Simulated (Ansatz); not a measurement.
# TaCu3Se3O: complex band structure, part 2 of 3

Aim: relax a made-up compound, TaCu3Se3O, and see how good a tunnel barrier it would be. It is built by putting O for S in the TaCu3Se3S structure of space group R3m, with the volume rescaled by atomic radii. The parent structure comes from the Materials Project.

Ansatz 0.2.0; r2SCAN DFT, plane waves, PAW files (the session's first sound run).

So far. Step 2 (Relaxing the new crystal): The largest force component on a free atom ends at 0.0079 eV/Å.

The structure was built from a prototype and need not be the compound's stable phase.

## Step 3: The bulk crystal and its band edges

The energy window and the wavevectors of the next steps follow from the band edges, so these are searched first, off the mesh as well.

input.yaml reads:

```yaml
crystal:
  lattice:
    - [3.825060463, 2.208399688, 3.367456369]
    - [-3.825060463, 2.208399688, 3.367456369]
    - [0.0, -4.416799376, 3.367456369]
  atoms:
    - { symbol: Ta, position: [1.0080445965, 1.0080445965, 1.0080445965] }
    - { symbol: Cu, position: [0.5066333046, 0.0059878575, 0.0059878575] }
    - { symbol: Cu, position: [0.0059878575, 0.5066333046, 0.0059878575] }
    - { symbol: Cu, position: [0.0059878575, 0.0059878575, 0.5066333046] }
    - { symbol: Se, position: [0.7526769112, 0.7526769112, 0.277235602] }
    - { symbol: Se, position: [0.7526769112, 0.277235602, 0.7526769112] }
    - { symbol: Se, position: [0.277235602, 0.7526769112, 0.7526769112] }
    - { symbol: O, position: [0.1907559595, 0.1907559595, 0.1907559595] }
kpoints:
  mp_grid: { grid: [4, 4, 4] }
  band_path: { path: [VBM, CBM], npoints: 30 }
scf:
  occupations: { method: fixed }
hamiltonian:
  xc: r2scan
output:
  eigenvalues: true
  write_potential: true
  write_density: true
  volumetric_format: npy
  elf: true
```

Started as:

```
$ ansatz run input.yaml --threads 2 --pin off --max-ram 4096MiB --backend cpu --events-out ev --progress --plain --runs-dir out
```

Numbers of over 12 decimals in the logs are rounded to 6 here.

The log of the run:

```text
[...]
Crystal: 8 atoms, lattice volume = 170.675 Å³
Basis set: ecut = 500 eV, 4333 PW (Γ), exchange–correlation on 180×180×180 points (64 copies of the dense FFT grid, shifted against one another)
Bands: 75, of which v1, the nominal top of the filled ones, is band 62 counted from 1 (61 counted from 0)
Symmetry: 6 space group operations
[...]
k-points: 13 of 64 (time reversal used)
[...]
SCF iter   1: F=—  HF=-46844.376109 eV  |F-HF|=—  |Δ(HF+E_count)|=         —  Δρ=2.52e-2  dr2=7.44e-1  dr2_τ=9.29e-2  ethr=1.77e-3  ⟨swp⟩=5.0  Hψ=3109  notcnv=0  defer=138
[...]
SCF iter  10: F=-46844.309779 eV  HF=-46844.309779 eV  |F-HF|=2.89e-8  |Δ(HF+E_count)|=   1.80e-7  Δρ=6.22e-6  dr2=9.51e-8  dr2_τ=5.50e-9  ethr=8.06e-11  ⟨swp⟩=8.8  Hψ=3892  notcnv=0
SCF 1 converged in 10 iterations: F = -46844.309779 eV  dr2 = 9.51e-8
[...]
NSCF: frozen V_eff on 32 k-points
[...]
SCF converged after 10 iterations
Free energy (F): -46844.309779 eV
[...]
Internal energy: -46844.309779 eV  (E = F + TS)
E sigma→0 (E₀):  -46844.309779 eV
Fermi energy:    8.085378 eV
[...]
--- Band table (eV; the first three rows and the last of 13) ---
  k-point 0: bands = [... 58 lower, 6.6978, 7.4705, 7.4705, 7.7682, 9.6233, 10.1844, 10.1990, 10.1990, ... 9 higher]
  k-point 1: bands = [... 58 lower, 6.6974, 7.1816, 7.3034, 7.5891, 9.7959, 10.4704, 10.5001, 10.7100, ... 9 higher]
  k-point 2: bands = [... 58 lower, 6.7524, 6.8386, 7.1107, 7.5196, 9.7673, 10.6258, 10.7533, 11.1126, ... 9 higher]
  k-point 12: bands = [... 58 lower, 6.3619, 7.8279, 7.8279, 8.0854, 10.3348, 10.3348, 10.6702, 11.4619, ... 9 higher]
```

The job ended after 86 s (2 threads of Arm Neoverse V2, shared host; peak memory 0.95 GiB).

This step gave:

- Fermi energy: 8.085 eV
- gap on the k-mesh: 1.538 eV
- gap on path: 1.538 eV, by band count; negative where bands overlap
- direct gap on path: 1.855 eV
- edge places on path: 0, 0.9329 1/A along the path

The electronic bands at the labelled points (eV, zero at the Fermi level (highest filled level under fixed occupations); v1 is the highest filled band, c1 the lowest empty one):

| point | v4 | v3 | v2 | v1 | c1 | c2 | c3 | c4 |
| --- | --- | --- | --- | --- | --- | --- | --- | --- |
| VBM | -1.72 | -0.26 | -0.26 | 0.00 | 2.25 | 2.25 | 2.58 | 3.38 |
| halfway | -1.49 | -0.74 | -0.74 | -0.71 | 2.17 | 2.17 | 2.62 | 3.27 |
| CBM | -1.39 | -0.61 | -0.61 | -0.32 | 1.54 | 2.10 | 2.11 | 2.11 |

Electrostatic potential energy in the ac plane of the conventional cell at fractional y = 0.000, with atoms of Ta and Cu and Se and O within 0.2 Å of it. With pseudopotentials it is smooth inside the atoms' cores, unlike the true potential.

Ten even steps from '0' (-38 eV) to '9' (13 eV), each cell a mean:
```
004788999999999888620
347888899999998888753
788888899999998888887
999988899999999889999
999999999999999999999
999999999999999999999
999999999999999999999
999999999999999999999
999988899999999889999
999988898867898888999
999988887201589889999
999999985000279999999
999999996100489999999
999999998645799999999
999999999888999999999
999999998656799999999
999999986566589999999
799999985677579999998
049999986566579999961
028998998656789889950
368998999999999989974
457899999999999998864
015899999999999998620
003789999999999998510
```
Columns run along a (7.7 Å; values clipped at the 3rd and 97th percentile), rows up along c (10.1 Å), edges of the conventional cell, whose origin can differ from the input's. Atoms in or near the plane, at fractional coordinates: Ta at (0.00, 0.01), Cu at (0.50, 0.51), Se at (0.49, 0.26), O at (0.00, 0.19).

Valence density in the ac plane of the conventional cell at fractional y = 0.000, with atoms of Ta and Cu and Se and O within 0.2 Å of it. It is the smooth field of the valence electrons, not physical close to the nuclei.

Values in e/Å³, 13 rows by 16 columns, each cell a mean:
```
 3  1  0  0  0  0  0  0  0  0  0  0  0  0  1  3
 0  0  0  0  0  0  0  0  0  0  0  0  0  0  0  0
 0  0  0  0  0  0  0  0  0  0  0  0  0  0  0  0
 0  0  0  0  0  0  0  0  0  0  0  0  0  0  0  0
 0  0  0  0  0  0  0  0  0  0  0  0  0  0  0  0
 0  0  0  0  0  0  1  4  7  1  0  0  0  0  0  0
 0  0  0  0  0  0  1 19 32  4  0  0  0  0  0  0
 0  0  0  0  0  0  0  1  1  0  0  0  0  0  0  0
 0  0  0  0  0  0  0  2  2  1  0  0  0  0  0  0
 2  0  0  0  0  0  1 13 20  3  0  0  0  0  0  1
 6  2  0  0  0  0  0  1  2  1  0  0  0  0  1  4
 2  1  0  0  0  0  0  0  0  0  0  0  0  0  0  1
 4  2  0  0  0  0  0  0  0  0  0  0  0  0  1  4
```
Columns run along a (7.7 Å), rows up along c (10.1 Å), edges of the conventional cell, whose origin can differ from the input's. Atoms in or near the plane, at fractional coordinates: Ta at (0.00, 0.01), Cu at (0.50, 0.51), Se at (0.49, 0.26), O at (0.00, 0.19).

ELF in the ac plane of the conventional cell at fractional y = 0.000, with atoms of Ta and Cu and Se and O within 0.2 Å of it. It is the smooth field of the valence electrons, not physical close to the nuclei.

Ten even steps from '_' (0.00) to '@' (0.83), each cell a mean:
```
**##====**####**==..____::++**####++--**##
##==::++######**==..____--**######**----**
....--==++++++++==..____--++++++++++==....
__..::--::::----::..____::------::----..__
____........::::..______..::::::........__
______............________............____
____..::::::::....________..::::::::..____
____::++****++--::........--==******==..__
__..==%%%%%%##++--::::::::==**%%%%%%**::__
__..++%%@@@@%%**::..::::::==##@@@@@@##--__
__..++%%@@@@%%==::::==--::::**@@@@@@**::__
____--**%%%%**--::++@@##::::==##%%##++..__
____..--====--::::--**++::..::--====::____
________............::::..........________
______________::--========--..____________
..__________::++##%%%%%%##**--..________..
**++::____..--##%%##++**%%%%++::____..--**
@@%%++..__..==##%%**::--%%%%++::..__--##@@
%%@@##::....--##@@%%++##@@%%==......==@@@@
++%%##::....::++%%@@@@@@%%**--......++@@##
%%%%++::......::==**####**--::......--##%%
++--::..::::......::::::........::....--==
**##==..----::..__________..::----::::**##
::##++::==++++--..______..::==++++----##==
```
Columns run along a (7.7 Å), rows up along c (10.1 Å), edges of the conventional cell, whose origin can differ from the input's. Atoms in or near the plane, at fractional coordinates: Ta at (0.00, 0.01), Cu at (0.50, 0.51), Se at (0.49, 0.26), O at (0.00, 0.19).

The searched edges give 1.54 eV, as on the mesh.

## Step 4: Complex bands

This step: r2SCAN DFT, plane waves, PAW files; complex bands by layer matching along the plane's normal (Ansatz 0.2.0).

The same crystal is laid in a cell whose first two vectors span the (101) plane (indices of the standard conventional cell, whose axes can be ordered otherwise than in the bulk input). At fixed energy and wavevector in the plane the solver finds all kz, real and complex. A few wavevectors are listed, (0, 0) and (-0.5, -0.5) in units of the plane's reciprocal vectors; the slowest state needn't be among them.

input.yaml reads:

```yaml
crystal:
  lattice:
    - [5.554086705, 0.0, 0.0]
    - [0.285502211, 5.546743875, 0.0]
    - [0.285502211, 0.271184781, 5.540110687]
  atoms:
    - { symbol: Ta, position: [0.0080445965, 0.0080445965, 0.0080445965] }
    - { symbol: Cu, position: [0.0059878575, 0.0059878575, 0.5066333046] }
    - { symbol: Cu, position: [0.5066333046, 0.0059878575, 0.0059878575] }
    - { symbol: Cu, position: [0.0059878575, 0.5066333046, 0.0059878575] }
    - { symbol: Se, position: [0.7526769112, 0.277235602, 0.7526769112] }
    - { symbol: Se, position: [0.277235602, 0.7526769112, 0.7526769112] }
    - { symbol: Se, position: [0.7526769112, 0.7526769112, 0.277235602] }
    - { symbol: O, position: [0.1907559595, 0.1907559595, 0.1907559595] }
kpoints:
  mp_grid: { grid: [4, 4, 4] }
scf:
  occupations: { method: fixed }
hamiltonian:
  xc: r2scan
output:
  eigenvalues: true
  transmission:
    leads: [[0, 0]]
    kpoints: [[0.0, 0.0], [-0.5, -0.5]]
    e_range: [-1.0, 2.54]
    de: 0.06
```

The log of the run:

```text
[...]
Crystal: 8 atoms, lattice volume = 170.675 Å³
Basis set: ecut = 500 eV, 4333 PW (Γ), exchange–correlation on 180×180×180 points (64 copies of the dense FFT grid, shifted against one another)
Bands: 75, of which v1, the nominal top of the filled ones, is band 62 counted from 1 (61 counted from 0)
Symmetry: 6 space group operations
[...]
k-points: 13 of 64 (time reversal used)
[...]
SCF iter   1: F=—  HF=-46844.376132 eV  |F-HF|=—  |Δ(HF+E_count)|=         —  Δρ=2.52e-2  dr2=7.45e-1  dr2_τ=9.29e-2  ethr=1.77e-3  ⟨swp⟩=5.0  Hψ=3112  notcnv=0  defer=138
[...]
SCF iter  10: F=-46844.309779 eV  HF=-46844.309779 eV  |F-HF|=2.80e-8  |Δ(HF+E_count)|=   1.78e-7  Δρ=6.11e-6  dr2=9.36e-8  dr2_τ=5.51e-9  ethr=8.06e-11  ⟨swp⟩=8.9  Hψ=3871  notcnv=0
SCF 1 converged in 10 iterations: F = -46844.309779 eV  dr2 = 9.36e-8
[...]
transmission: 9 of 18 steps passed
transmission: 18 of 18 steps passed
SCF converged after 10 iterations
Free energy (F): -46844.309779 eV
[...]
Internal energy: -46844.309779 eV  (E = F + TS)
E sigma→0 (E₀):  -46844.309779 eV
Fermi energy:    8.085377 eV
[...]
--- Band table (eV; the first three rows and the last of 13) ---
  k-point 0: bands = [... 58 lower, 6.6978, 7.4705, 7.4705, 7.7682, 9.6233, 10.1844, 10.1990, 10.1990, ... 9 higher]
  k-point 1: bands = [... 58 lower, 6.6974, 7.1816, 7.3034, 7.5891, 9.7959, 10.4704, 10.5001, 10.7100, ... 9 higher]
  k-point 2: bands = [... 58 lower, 6.7524, 6.8386, 7.1107, 7.5196, 9.7673, 10.6258, 10.7533, 11.1126, ... 9 higher]
  k-point 12: bands = [... 58 lower, 6.3619, 7.8279, 7.8279, 8.0854, 10.3348, 10.3348, 10.6702, 11.4619, ... 9 higher]
--- Transmission ---
  basis      : 327 plane waves across, 9 finite elements along
  points     : 2, as listed
  energies   : 60 from -1.000000 to 2.540000 eV about the Fermi level, 0.060000 eV apart; the leads are filled to 0.768965 eV, and channels, transmission and decay are at 0.740000 eV
  crystal 0  : Cu3Se3Ta1O1, at the sites [0, 0], period 5.5401 Å: whole cells are its period
    offset         : up to 0.0000 Å between an atom of the period and one for which it stands
    channels       : 0.000000e0 a spin
    conductance    : none, the energies end too early or step too widely for 300 K: set another output.transmission.e_range or a lower de, or, where they end at an eighth of basis.ecutwfc, a higher one
    slowest decay  : 0.2130 /Å at (0.0000, 0.0000)
```

Wall time 2.3 min (2 threads); peak memory 1.5 GiB.

Numbers from this step:

| Item | Value |
| --- | --- |
| level to which the leads are filled | 0.7690 eV from the Fermi level |
| decay constant at the filling level, zone centre | 0.213 Å⁻¹ |
| decay constant at the filling level, slowest listed point | 0.213 Å⁻¹ |

K parallel (0, 0); values up to 1.5 1/Å, a degenerate pair printed once or twice; energies at which all values exceed this have no row. Table of Im kz of the slowest decaying states by energy, zero at the highest filled level on the SCF mesh:

| energy (eV) | decay 1 (Å⁻¹) | decay 2 (Å⁻¹) | decay 3 (Å⁻¹) | decay 4 (Å⁻¹) |
| --- | --- | --- | --- | --- |
| -1.00 | 0.0836 | 0.347 | 0.403 | 0.486 |
| -0.82 | 0.375 | 0.427 | 0.473 | 0.750 |
| -0.64 | 0.291 | 0.390 | 0.446 | 0.506 |
| -0.46 | 0.235 | 0.255 | 0.396 | 0.473 |
| -0.28 | 0.0786 | 0.332 | 0.377 | 0.389 |
| -0.10 | 0.161 | 0.386 | 0.407 | 0.585 |
| 0.02 | 0.185 | 0.397 | 0.412 | 0.589 |
| 0.08 | 0.193 | 0.402 | 0.413 | 0.590 |
| 0.26 | 0.209 | 0.409 | 0.410 | 0.590 |
| 0.44 | 0.216 | 0.401 | 0.413 | 0.586 |
| 0.62 | 0.216 | 0.388 | 0.411 | 0.576 |
| 0.80 | 0.210 | 0.372 | 0.406 | 0.561 |
| 0.92 | 0.203 | 0.358 | 0.400 | 0.548 |
| 1.10 | 0.185 | 0.335 | 0.388 | 0.519 |
| 1.28 | 0.155 | 0.308 | 0.372 | 0.476 |
| 1.46 | 0.0964 | 0.274 | 0.352 | 0.400 |
| 1.64 | 0.213 | 0.233 | 0.325 | 0.611 |
| 1.82 | 0.177 | 0.181 | 0.255 | 0.322 |
| 2.00 | 0.108 | 0.163 | 0.199 | 0.305 |
| 2.18 | 0.278 | 0.316 | 0.519 | 0.656 |
| 2.36 | 0.239 | 0.376 | 0.401 | 0.652 |
| 2.54 | 0.0290 | 0.180 | 0.409 | 0.648 |

K parallel (-0.5, -0.5); values up to 1.5 1/Å, a degenerate pair printed once or twice; energies at which all values exceed this have no row. Table of Im kz of the slowest decaying states by energy, zero at the highest filled level on the SCF mesh:

| energy (eV) | decay 1 (Å⁻¹) | decay 2 (Å⁻¹) | decay 3 (Å⁻¹) | decay 4 (Å⁻¹) |
| --- | --- | --- | --- | --- |
| -1.00 | 0.250 | 0.389 | 0.560 | 0.648 |
| -0.88 | 0.162 | 0.294 | 0.407 | 0.565 |
| -0.70 | 0.305 | 0.428 | 0.568 | 0.661 |
| -0.58 | 0.275 | 0.439 | 0.569 | 0.663 |
| -0.46 | 0.189 | 0.449 | 0.571 | 0.662 |
| -0.28 | 0.460 | 0.577 | 0.657 | 0.797 |
| -0.16 | 0.116 | 0.261 | 0.467 | 0.582 |
| 0.02 | 0.0562 | 0.186 | 0.421 | 0.474 |
| 0.14 | 0.142 | 0.216 | 0.478 | 0.486 |
| 0.26 | 0.186 | 0.238 | 0.481 | 0.538 |
| 0.44 | 0.229 | 0.264 | 0.483 | 0.599 |
| 0.56 | 0.249 | 0.277 | 0.482 | 0.599 |
| 0.68 | 0.265 | 0.287 | 0.480 | 0.589 |
| 0.86 | 0.282 | 0.297 | 0.474 | 0.573 |
| 0.98 | 0.291 | 0.301 | 0.468 | 0.562 |
| 1.10 | 0.296 | 0.303 | 0.460 | 0.550 |
| 1.28 | 0.301 | 0.301 | 0.447 | 0.531 |
| 1.40 | 0.298 | 0.300 | 0.436 | 0.517 |
| 1.52 | 0.292 | 0.297 | 0.424 | 0.502 |
| 1.70 | 0.278 | 0.287 | 0.401 | 0.474 |
| 1.82 | 0.265 | 0.274 | 0.381 | 0.451 |
| 2.00 | 0.240 | 0.240 | 0.327 | 0.411 |
| 2.12 | 0.108 | 0.194 | 0.218 | 0.422 |
| 2.24 | 0.0606 | 0.188 | 0.314 | 0.430 |
| 2.42 | 0.150 | 0.185 | 0.322 | 0.434 |
| 2.54 | 0.0759 | 0.221 | 0.232 | 0.304 |

At the listed wavevectors the last open channel is at -0.04 eV and the next at +1.58 eV on the grid. At +0.74 eV, the grid energy nearest the filling level (the middle of the gap on the SCF mesh), the slowest state at the listed wavevectors decays with κ = 0.213 Å⁻¹, its amplitude falling by e over 4.7 Å. Through 1 nm of this crystal that state's transmission falls by exp(−2 × 0.213 Å⁻¹ × 10 Å) = 0.014.

## Step 5: Decay over the two-dimensional zone

The listed points could miss the slowest state, so one energy near mid-gap is solved on a mesh of 8×8.

Edit input.yaml of step 4 so:

```diff
@@ -22,6 +22,2 @@
   eigenvalues: true
-  transmission:
-    leads: [[0, 0]]
-    kpoints: [[0.0, 0.0], [-0.5, -0.5]]
-    e_range: [-1.0, 2.54]
-    de: 0.06
+  transmission: { leads: [[0, 0]], kmesh: [8, 8], e_range: [0.77, 0.78], de: 0.05 }
```

The log of the run:

```text
[...]
Crystal: 8 atoms, lattice volume = 170.675 Å³
Basis set: ecut = 500 eV, 4333 PW (Γ), exchange–correlation on 180×180×180 points (64 copies of the dense FFT grid, shifted against one another)
Bands: 75, of which v1, the nominal top of the filled ones, is band 62 counted from 1 (61 counted from 0)
Symmetry: 6 space group operations
[...]
k-points: 13 of 64 (time reversal used)
[...]
SCF iter   1: F=—  HF=-46844.376132 eV  |F-HF|=—  |Δ(HF+E_count)|=         —  Δρ=2.52e-2  dr2=7.45e-1  dr2_τ=9.29e-2  ethr=1.77e-3  ⟨swp⟩=5.0  Hψ=3112  notcnv=0  defer=138
[...]
SCF iter  10: F=-46844.309779 eV  HF=-46844.309779 eV  |F-HF|=2.80e-8  |Δ(HF+E_count)|=   1.78e-7  Δρ=6.11e-6  dr2=9.36e-8  dr2_τ=5.51e-9  ethr=8.06e-11  ⟨swp⟩=8.9  Hψ=3871  notcnv=0
SCF 1 converged in 10 iterations: F = -46844.309779 eV  dr2 = 9.36e-8
[...]
transmission: 32 of 168 steps passed
transmission: 64 of 168 steps passed
[...]
transmission: 168 of 168 steps passed
SCF converged after 10 iterations
Free energy (F): -46844.309779 eV
[...]
Internal energy: -46844.309779 eV  (E = F + TS)
E sigma→0 (E₀):  -46844.309779 eV
Fermi energy:    8.085377 eV
[...]
--- Band table (eV; the first three rows and the last of 13) ---
  k-point 0: bands = [... 58 lower, 6.6978, 7.4705, 7.4705, 7.7682, 9.6233, 10.1844, 10.1990, 10.1990, ... 9 higher]
  k-point 1: bands = [... 58 lower, 6.6974, 7.1816, 7.3034, 7.5891, 9.7959, 10.4704, 10.5001, 10.7100, ... 9 higher]
  k-point 2: bands = [... 58 lower, 6.7524, 6.8386, 7.1107, 7.5196, 9.7673, 10.6258, 10.7533, 11.1126, ... 9 higher]
  k-point 12: bands = [... 58 lower, 6.3619, 7.8279, 7.8279, 8.0854, 10.3348, 10.3348, 10.6702, 11.4619, ... 9 higher]
--- Transmission ---
  basis      : 327 plane waves across, 8 finite elements along
  points     : 21, standing for a mesh of 8 x 8
  energies   : 1 from 0.770000 to 0.770000 eV about the Fermi level; the leads are filled to 0.768965 eV, and channels, transmission and decay are at 0.770000 eV
[...]
channels       : 0.000000e0 a spin
    conductance    : none, crystal 0 has no channel at the energies, or these end too early or step too widely for 300 K: set another output.transmission.e_range or a lower de, or, where they end at an eighth of basis.ecutwfc, a higher one
    slowest decay  : 0.2117 /Å at (0.0000, 0.0000)
```

The job ended after 1.9 min (2 threads; peak memory 1.7 GiB).

This step gave:

- least decay constant on the mesh: 0.2117 Å⁻¹

Slowest decay constant (1/Å; 0 where a channel is open) over k1 and k2. At 0.7700 eV from the Fermi level.

Ten even steps from '_' (0.212) to '@' (0.381):
```
++##@@%%**%%@@##
%%@@@@##++**##@@
%%%%####::--**%%
****++::__::++**
%%%%**--::####%%
%%@@##**++##@@@@
++##@@%%**%%@@##
--++%%%%**%%%%++
```
Columns: k1 (b1) from -0.5 to 0.375; rows upwards: k2 (b2) from -0.5 to 0.375.

The least value on the mesh is 0.212 Å⁻¹ at +0.77 eV. At that energy the listed points give about 0.212 Å⁻¹ by interpolation, so the mesh holds no clearly slower state.

(Part 2 of 3 ends here.)

[Logs are printed without paths, hosts, clocks, repeated set-up lines and the standing remarks that a program may print on its own settings, such as how far it seeks lower states.]

[Hosts, paths, dates, database ids (printed as entryN), source tags and the programs' standing remarks are cut or masked in the printed files.]
